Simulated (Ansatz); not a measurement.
# Cs on Ta(110): change of the work function, part 4 of 4

How does one ordered layer of Cs (longbridge site) change the work function of Ta(110), and what dipole does each adsorbate carry?

Ansatz 0.2.0; plane-wave DFT, PBE, Ansatz PAW.

So far, work function, upper face (eV): step 2 (the clean slab) 4.76; step 3 (the covered slab) 1.49; step 5 (the covered slab, atoms frozen) 1.49; step 6 (the substrate alone) 4.78; step 7 (the adsorbate layer alone) 2.17.

**10. The same run with other settings: efield.ramp_width = 0.04**

System of this step: Ta(110). The cell holds 4 atoms: 4 Ta. Its edges and angles: a = 2.867 Å, b = 2.867 Å, c = 25.022 Å, α = 90.0°, β = 90.0°, γ = 70.5°. Vacuum lies along c.

Another changed input: it repeats the earlier run at 0 ML with efield.ramp_width from 0.06 to 0.04.

Contents of input.yaml:

```yaml
crystal:
  lattice:
    - [2.3405234457, -1.655, 0.0]
    - [2.3405234457, 1.655, 0.0]
    - [0.0, 0.0, 25.0215703372]
  atoms:
    - { symbol: Ta, position: [0.0, 0.0, 0.3596896549] }
    - { symbol: Ta, position: [0.5, 0.5, 0.453229885] }
    - { symbol: Ta, position: [0.0, 0.0, 0.546770115] }
    - { symbol: Ta, position: [0.5, 0.5, 0.6403103451] }
kpoints:
  mp_grid: { grid: [11, 11, 1] }
hamiltonian:
  xc: pbe
scf:
  occupations: { method: fermi_dirac, width: 0.1 }
  convergence: { dr2_threshold: 1.0e-08 }
efield:
  axis: 3
  dipole_correction: true
  ramp_position: 0.97
  ramp_width: 0.04
relax:
  f_tol: 0.02
  max_steps: 60
  constraints: [{ sites: [0, 1] }]
output:
  write_potential: true
  write_density: true
  volumetric_format: npy
```

Launch:

```sh
$ ansatz run input.yaml --threads 4 --pin off --max-ram 6144MiB --backend cpu --events-out ev --progress --plain --runs-dir out
```

Standard output:

```text
[...]
Crystal: 4 atoms, lattice volume = 193.845 Å³
Basis set: ecut = 420 eV, 3793 PW (Γ), exchange–correlation on 40×40×360 points (8 copies of the dense FFT grid, shifted against one another)
Bands: 32, of which v1, the nominal top of the filled ones, is band 26 counted from 1 (25 counted from 0)
Symmetry: 4 space group operations
k-points: 36 of 121
[...]
SCF iter   1: F=—  HF=-39726.816536 eV  |F-HF|=—  |Δ(HF+E_count)|=         —  Δρ=5.74e-3  dr2=1.29e0  ethr=1.77e-3  p=-0.000 e·Å  D=-5.27e-5 V/Å  ΔV_dip=0.00 eV  dr2_dipole=5.71e-6  V_vac-E_F(+/−)=4.99/4.99 eV  ⟨swp⟩=7.2  Hψ=5576  notcnv=0
[...]
SCF iter   8: F=-39726.773979 eV  HF=-39726.773979 eV  |F-HF|=6.30e-9  |Δ(HF+E_count)|=   5.45e-8  Δρ=8.66e-7  dr2=2.55e-9  ethr=1.92e-11  p=0.000 e·Å  D=1.29e-6 V/Å  ΔV_dip=-0.00 eV  dr2_dipole=3.30e-13  V_vac-E_F(+/−)=4.82/4.82 eV  ⟨swp⟩=10.8  Hψ=8651  notcnv=0
SCF 1 converged in 8 iterations: F = -39726.773979 eV  dr2 = 2.55e-9
[...]
relax step   1: F+E_penalty+E_count = -39726.77397877 eV  Δ(F+E_penalty+E_count) = +0.000e0 eV  max|allowed force component| = 4.103e-1 eV/Å  Δτ_max = 0.0000 Å  (8 SCF iters, accepted)
[...]
SCF iter   9: F=-39726.750503 eV  HF=-39726.750503 eV  |F-HF|=8.32e-9  |Δ(HF+E_count)|=   3.29e-8  Δρ=1.20e-6  dr2=7.31e-9  ethr=1.92e-11  p=0.006 e·Å  D=5.93e-3 V/Å  ΔV_dip=-0.15 eV  dr2_dipole=1.41e-9  V_vac-E_F(+/−)=4.67/4.82 eV  ⟨swp⟩=11.3  Hψ=9179  notcnv=0
SCF 2 converged in 9 iterations: F = -39726.750503 eV  dr2 = 7.31e-9
[...]
relax step   2: F+E_penalty+E_count = -39726.75050290 eV  Δ(F+E_penalty+E_count) = +2.348e-2 eV  max|allowed force component| = 8.002e-1 eV/Å  Δτ_max = 0.1925 Å  (9 SCF iters, rejected (line search))
[...]
SCF iter   9: F=-39726.793268 eV  HF=-39726.793268 eV  |F-HF|=2.11e-9  |Δ(HF+E_count)|=   2.26e-8  Δρ=8.54e-7  dr2=4.15e-9  ethr=1.92e-11  p=0.002 e·Å  D=2.18e-3 V/Å  ΔV_dip=-0.05 eV  dr2_dipole=3.79e-10  V_vac-E_F(+/−)=4.76/4.82 eV  ⟨swp⟩=10.8  Hψ=8726  notcnv=0
SCF 3 converged in 9 iterations: F = -39726.793268 eV  dr2 = 4.15e-9
relax step   3: F+E_penalty+E_count = -39726.79326767 eV  Δ(F+E_penalty+E_count) = -1.929e-2 eV  max|allowed force component| = 1.481e-2 eV/Å  Δτ_max = 0.0866 Å  (9 SCF iters, accepted)
[...]
SCF converged after 9 iterations
Free energy (F): -39726.793268 eV
[...]
Internal energy: -39726.619239 eV  (E = F + TS)
E sigma→0 (E₀):  -39726.706253 eV
Entropy (-TS):   -0.174029 eV (-43.507 meV/atom)
Fermi energy:    4.110559 eV
Dipole field:    D = 0.002208 V/Å  (p = 0.002365 e·Å, saw-weighted, corrected)
Work function:   Φ+ = 4.7633 eV   Φ− = 4.8186 eV
[...]
--- Forces (eV/Å), atoms counted from 1 ---
  atom   1  Ta     0.00000000     0.00000000     0.43185848
  atom   2  Ta     0.00000000     0.00000000    -0.43830912
  atom   3  Ta     0.00000000     0.00000000    -0.00835890
  atom   4  Ta     0.00000000     0.00000000     0.01480926
  max |Σ_I F_I| component: 2.76e-7 eV/Å
--- Band table (eV; the first three rows and the last of 36) ---
  k-point 0: bands = [... 22 lower, 3.5804, 3.7998, 3.9057, 4.4729, 4.5166, 4.6562, 5.1212, 5.3431, ... 2 higher]
  k-point 1: bands = [... 22 lower, 3.4814, 3.7730, 3.9073, 4.2241, 4.4279, 4.7550, 5.0010, 5.2214, ... 2 higher]
  k-point 2: bands = [... 22 lower, 3.3097, 3.5825, 3.7406, 3.8829, 4.0543, 4.2840, 5.3462, 5.5396, ... 2 higher]
  k-point 35: bands = [... 22 lower, 2.8101, 3.3596, 3.9134, 5.4536, 5.5904, 6.2750, 6.5726, 6.8712, ... 2 higher]
--- Relaxed structure (3 steps of the walk, 2 accepted, 0 SCFs on fresh bases) ---
  F+E_penalty+E_count = -39726.79326767 eV   max|allowed force component| = 1.481e-2 eV/Å
  atoms:
    - { symbol: Ta, position: [0.0, 0.0, 0.3596896549] }
    - { symbol: Ta, position: [0.5, 0.5, 0.453230] }
    - { symbol: Ta, position: [0.0, 0.0, 0.546963] }
    - { symbol: Ta, position: [0.5, 0.5, 0.636847] }
```

It took 27 s on 4 threads of Arm Neoverse N1, shared host; peak memory 0.54 GiB.

Step by step:

```csv
step,energy less that of the first step (eV),largest force component (eV/Å)
1,0.0000,0.4103
2,0.0235,0.8002
3,-0.0193,0.0148
```

Relaxation step 2 was tried and not accepted.

Forces are held to the 4 operations that the program found; a distortion that breaks them can't arise in this run.

The atoms that moved most (Å):

```csv
atom,dx,dy,dz,length
Ta4,0.000,0.000,-0.087,0.087
```

The relaxed structure:

```xyz
4
Lattice="2.3405 -1.6550 0.0000 2.3405 1.6550 0.0000 0.0000 0.0000 25.0216" Properties=species:S:1:pos:R:3
Ta    0.0000    0.0000    9.0000
Ta    2.3405    0.0000   11.3405
Ta    0.0000    0.0000   13.6859
Ta    2.3405    0.0000   15.9349
```

This step gave:

```
energy at zero smearing        : -39726.7063 eV
work function, upper face      : 4.763 eV
work function, lower face      : 4.819 eV
dipole along the normal        : 0.002365 e·Å
step between the vacuum levels : -0.05524 eV
```

```csv
quantity,this run,earlier run,difference
"work function, upper face (eV)",4.763,4.763,-9.8e-6
"work function, lower face (eV)",4.819,4.819,-5.1e-6
dipole along the normal (e·Å),0.002365,0.002365,8.9e-8
```

Nothing in the table moves by 0.01 in its unit (for the dipole 0.5 % and 5e-5 e·Å).

**11. Results**

| Quantity | Value |
| --- | --- |
| work function of the clean face | 4.76 eV |
| work function at 0.25 ML | 1.49 eV |
| dipole per adsorbate at 0.25 ML, positive end outwards | 2.67 D |
| step of the potential from the moved charge at 0.25 ML, upper less lower side, atoms held | -3.25 eV |

Cs lowers the work function of Ta(110) at the lowest coverage, by 3.28 eV: the adsorbate layer has its positive end outwards. One coverage alone was completed, so no trend follows. The slab has 4 layers, at the tabulated experimental lattice constant, one starting site was run, and quantum-size effects of a slab this thin can reach one or two tenths of an eV.

[Long decimals in the printed logs are rounded to 6 places.]

[Logs are printed without paths, hosts, clocks, repeated set-up lines and the standing remarks that a program may print on its own settings, such as how far it seeks lower states.]

[Hosts, paths, dates, database ids (printed as entryN), source tags and the programs' standing remarks are cut or masked in the printed files.]

[Maps of the electrostatic potential energy from Ansatz leave out the sawtooth potential of an applied field or a dipole correction, so their vacuum need not be flat; planar profiles and work functions include it.]
